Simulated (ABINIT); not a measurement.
# A GW chain in ABINIT: BAs (F-43m), part 3 of 3

Wanted: ground state, empty states, screening and self-energy for BAs (F-43m).

ABINIT 10.8.3; PBE and many-body steps on it, plane waves. Known limits of the many-body steps: not at the basis limit; no spin-orbit coupling; coarse k mesh.

So far. Step 4 (Empty states on the mesh, 4×4×4 mesh, 110 bands): On this mesh the gap is 1.453 eV. The earlier step found 1.208 eV, so this mesh misses an edge. Step 5 (Screening, 4×4×4 mesh, 102 bands, screening to 190.5 eV): Local fields lower ε∞ by 9 %. On a Γ-centred mesh this coarse the value itself is usually too large, while a short band sum pulls it down.

## 6. Self-energy, 4×4×4 mesh, 102 bands, screening to 190.5 eV

The self-energy is evaluated for the states that the input lists, and the levels follow from it, in one-shot runs by the linearised quasiparticle equation.

This step: G0W0 on PBE, plane waves, norm-conserving pseudopotentials.

The input, run.abi:

```
acell 3*1.0 Angstrom
rprim 
  -0.000000000000 2.388500000000 2.388500000000
  2.388500000000 -0.000000000000 2.388500000000
  2.388500000000 2.388500000000 -0.000000000000
ntypat 2
znucl 5 33
natom 2
typat 1 2
xred 
  0.000000000000 0.000000000000 0.000000000000
  0.250000000000 0.250000000000 0.250000000000
pp_dirpath "pseudos"
pseudos "B.upf, As.upf"
ecut 44
ngkpt 4 4 4
nshiftk 1
shiftk 0 0 0
kptopt 1
chksymbreak 0
istwfk *1
occopt 1
irdwfk 1
optdriver 4
nband 102
gwcalctyp 0
ecutsigx 44
symsigma 1
nkptgw 2
kptgw 
  0.0000000000 0.0000000000 0.0000000000
  0.5000000000 0.5000000000 0.0000000000
bdgw 
  11 16
  12 15
ecuteps 7
irdscr 1
ppmodel 1
indata_prefix "in"
outdata_prefix "out"
tmpdata_prefix "tmp"
```

Command:

```console
$ OMP_NUM_THREADS=1 mpirun -n 8 abinit run.abi > log
```

Numbers of over 12 decimals in the logs are rounded to 6 here.

Output:

```text
.Version 10.8.3 of ABINIT. v10.8.2 released Aug 2026.

 Symmetries : space group F-4 3 m (#216); Bravais cF (face-center cubic)
[... echo of the input left out ...]
== DATASET  1 ==================================================================
-   mpi_nproc: 8, omp_nthreads: 1 (-1 if OMP is not activated)

--- !DatasetInfo
iteration_state: {dtset: 1, }
dimensions: {natom: 2, nkpt: 8, mband: 102, nsppol: 1, nspinor: 1, nspden: 1, mpw: 2637, }
cutoff_energies: {ecut:  44.0, pawecutdg:  -1.0, }
electrons: {nelect:   2.60000000E+01, charge:   0.00000000E+00, occopt:   1.00000000E+00, tsmear:   1.00000000E-02, }

 SIGMA: Calculation of the GW corrections

 Based on a program developped by R.W. Godby, V. Olevano, G. Onida, and L. Reining.
 Incorporated in ABINIT by V. Olevano, G.-M. Rignanese, and M. Torrent.
.Using double precision arithmetic ; gwpc =  8

[... cell and pseudopotentials left out ...]
--------------------------------------------------------------------------------

 ==== K-mesh for the wavefunctions ====
 Number of points in the irreducible wedge :     8
[... list of points left out ...]
 Together with 24 symmetry operations and time-reversal symmetry
 yields    64 points in the full Brillouin Zone.

 ==== Q-mesh for screening function ====
 Number of points in the irreducible wedge :     8
[... list of points left out ...]
 Together with 24 symmetry operations and time-reversal symmetry
 yields    64 points in the full Brillouin Zone.

 vcoul_init : cutoff-mode = AUXILIARY_FUNCTION
 q-points for optical limit:   1
     1)      0.000010    0.000020    0.000030
 setmesh: FFT mesh size selected  =    40x   40x   40
          total number of points  =        64000

 Number of electrons calculated from density =   26.0000; Expected =   26.0000
 average of density, n =  0.141374
 r_s =    1.1908
 omega_plasma =   36.2695 [eV]

 === KS Band Gaps ===
  >>>> For spin  1
   Minimum direct gap =   3.2894 [eV], located at k-point      :   0.0000  0.0000  0.0000
   Fundamental gap    =   1.4532 [eV], Top of valence bands at :   0.0000  0.0000  0.0000
                                       Bottom of conduction at :   0.5000  0.5000  0.0000
 SIGMA fundamental parameters:
 PLASMON POLE MODEL  1
 number of plane-waves for SigmaX                 2637
 number of plane-waves for SigmaC and W            169
 number of plane-waves for wavefunctions          2637
 number of bands                                   102
 number of independent spin polarizations            1
 number of spinorial components                      1
 number of k-points in IBZ                           8
 number of q-points in IBZ                           8
 number of symmetry operations                      24
 number of k-points in BZ                           64
 number of q-points in BZ                           64
 number of frequencies for dSigma/dE                 9
 frequency step for dSigma/dE [eV]                0.25
 number of omega for Sigma on real axis              0
 max omega for Sigma on real axis  [eV]           0.00
 zcut for avoiding poles [eV]                     0.10

 EPSILON^-1 parameters (SCR file):
 dimension of the eps^-1 matrix on file            169
 dimension of the eps^-1 matrix used               169
 number of plane-waves for wavefunctions          2637
 number of bands                                   102
 number of q-points in IBZ                           8
 number of frequencies                               2
 number of real frequencies                          1
 number of imag frequencies                          1

 matrix elements of self-energy operator (all in [eV])

 Perturbative Calculation

--- !SelfEnergy_ee
iteration_state: {dtset: 1, }
kpoint     : [   0.000,    0.000,    0.000, ]
spin       : 1
KS_gap     :    3.289
QP_gap     :    4.120
Delta_QP_KS:    0.830
data: !SigmaeeData |
     Band     E0 <VxcDFT>   SigX SigC(E0)      Z dSigC/dE  Sig(E)    E-E0       E
       11   7.999 -14.202 -15.766   0.965   0.808  -0.238 -14.686  -0.484   7.515
       12   7.999 -14.202 -15.766   0.965   0.808  -0.238 -14.686  -0.484   7.515
       13   7.999 -14.202 -15.766   0.965   0.808  -0.238 -14.686  -0.484   7.515
       14  11.288 -13.050  -8.192  -4.431   0.810  -0.234 -12.704   0.347  11.635
       15  11.288 -13.050  -8.192  -4.431   0.810  -0.234 -12.704   0.347  11.635
       16  11.288 -13.050  -8.192  -4.431   0.810  -0.234 -12.704   0.347  11.635

--- !SelfEnergy_ee
iteration_state: {dtset: 1, }
kpoint     : [   0.500,    0.500,    0.000, ]
spin       : 1
KS_gap     :    5.527
QP_gap     :    6.269
Delta_QP_KS:    0.742
data: !SigmaeeData |
     Band     E0 <VxcDFT>   SigX SigC(E0)      Z dSigC/dE  Sig(E)    E-E0       E
       12   3.925 -13.089 -16.266   2.256   0.794  -0.259 -13.821  -0.732   3.193
       13   3.925 -13.089 -16.266   2.256   0.794  -0.259 -13.821  -0.732   3.193
       14   9.452 -11.147  -6.839  -4.295   0.818  -0.223 -11.136   0.010   9.462
       15   9.457 -11.350  -6.931  -4.314   0.821  -0.218 -11.264   0.086   9.544

== END DATASET(S) ==============================================================
================================================================================

 -outvars: echo values of variables after computation  --------
           etotal      0.0000000000E+00
            nband         102
             nkpt           8
          spgroup         216
 [... the other variables as echoed above ...]

 Calculation completed.
```

The job ended after 4.7 s (8 MPI ranks of Arm Neoverse V1, shared host; peak memory 0.95 GiB).

Numbers from this step:

```
G0W0 gap on the points computed              : 1.947 eV
starting gap on the mesh                     : 1.453 eV
k of the valence top                         : 0, 0, 0
k of the conduction bottom                   : 0.5, 0.5, 0
Z at the valence top                         : 0.808
Z at the conduction bottom                   : 0.818
least direct G0W0 gap on the computed points : 4.12 eV
```

The gap on the mesh goes from 1.45 eV to 1.95 eV, a correction of +0.49 eV. The start differs from the 1.21 eV found before because the two sample other k points.

Limits: finite bands, cutoff and mesh; no spin-orbit coupling; coarse k mesh. v1 is the top filled band, c1 the lowest empty one. Levels before and after the correction, in eV, zero at the valence-band top of each column:

|  | conduction bottom | valence top |
| --- | --- | --- |
| Kohn-Sham | 1.45 | 0.00 |
| G0W0 | 1.95 | 0.00 |

|  | level | energy (eV) |
| --- | --- | --- |
| Kohn-Sham | Γ v3-v1 | 0.000 |
| Kohn-Sham | Γ c1-c3 | 3.289 |
| Kohn-Sham | (0.5 0.5 0) v2-v1 | -4.073 |
| Kohn-Sham | (0.5 0.5 0) c1 | 1.453 |
| Kohn-Sham | (0.5 0.5 0) c2 | 1.458 |
| G0W0 | Γ v3-v1 | 0.000 |
| G0W0 | Γ c1-c3 | 4.120 |
| G0W0 | (0.5 0.5 0) v2-v1 | -4.322 |
| G0W0 | (0.5 0.5 0) c1 | 1.947 |
| G0W0 | (0.5 0.5 0) c2 | 2.029 |

## 7. Where the time went

Times are wall times on 8 MPI ranks of Arm Neoverse V1, shared host, good to a factor of about two.

| step | time | share | memory (GiB) |
| --- | --- | --- | --- |
| ground state | 9 s | 18 % | 0.56 |
| bands along the symmetry lines | 7.9 s | 16 % | 0.5 |
| empty states on the mesh | 17 s | 32 % | 3.3 |
| screening | 13 s | 25 % | 1.1 |
| self-energy | 4.7 s | 9 % | 0.95 |

## 8. What came out

```
PBE gap                              : 1.21 eV, indirect
G0W0 gap on the mesh                 : 1.95 eV
G0W0 gap over the zone (rigid shift) : 1.70 eV
GW settings                          : 4×4×4 mesh, 102 bands, screening to 190.5 eV, Godby-Needs plasmon pole
known limits                         : not at the basis limit; no spin-orbit coupling; coarse k mesh
```

In words: G0W0 moves the gap on the mesh from 1.45 eV to 1.95 eV (+0.49 eV), with Z of 0.81 and 0.82 at the edges. The mesh misses the band edges by 0.25 eV in all; a rigid shift gives 1.70 eV for the zone. Local fields lower the RPA ε∞ on this mesh from 15.30 to 13.99; a Γ-centred mesh this coarse tends to raise both, most where the direct gap is narrow, while a short band sum lowers them. Only 2 of the mesh's irreducible points were corrected, so a valley elsewhere could overtake. Against experiment, by G0W0@PBE: the direct gap of 4.12 eV lies +0.00 eV from the measured 4.12 eV (direct, 300 K, 2019); the gap of 1.70 eV lies −0.12 eV from the measured 1.82 eV (indirect, 300 K, 2019); the gap of 1.70 eV lies −0.32 eV from the measured 2.02 eV (indirect, 300 K, 2019); the gap of 1.70 eV lies −0.12 eV from the measured 1.82 eV (indirect, 300 K, 2019). An exciton line or allowed optical edge lies below the quasiparticle gap by the binding energy; a forbidden edge can push the onset above it. The calculation has static nuclei and no excitons; a measured gap holds zero-point and thermal motion, which mostly lowers it. Bands and cutoff are finite, so the gap is not at the basis limit. The miss can reach some tenths of an eV and take either sign; the mesh is an error of its own. In the G0W0 run levels were corrected at 2 k points alone, so a gap called «on the mesh» is the least over those, and an edge elsewhere would be missed. A denser mesh or path gives a starting gap of 1.21 eV: the GW mesh misses a band edge, so its gaps are not the fundamental one. The 4×4×4 mesh is coarse for this cell, which bears on the long-range parts of exchange and screening. The many-body steps are scalar-relativistic: spin-orbit coupling is not in them.

[Paths, hosts, dates, memory and timing lines, banners, echoed tables and standing remarks are left out of the program output.]

[Logs are printed without paths, hosts, clocks, repeated set-up lines and the standing remarks that a program may print on its own settings, such as how far it seeks lower states.]

[Runs of the session that timed out or met a known fault of the program may be left out.]

[No measured gap is set beside runs whose start may be inverted or whose files or cutoffs have a known fault.]

[Hosts, paths, dates, database ids (printed as entryN), source tags and the programs' standing remarks are cut or masked in the printed files.]

[G0W0 gaps are taken among the corrected bands and points alone; a level outside them can change the order at an edge.]

[Where Ansatz stands beside ABINIT at settings called matched, ABINIT's density can come from a denser mesh and the files from another edition; pairs whose starting gaps differed by over 0.03 eV were left out, so agreement reads better than it is.]
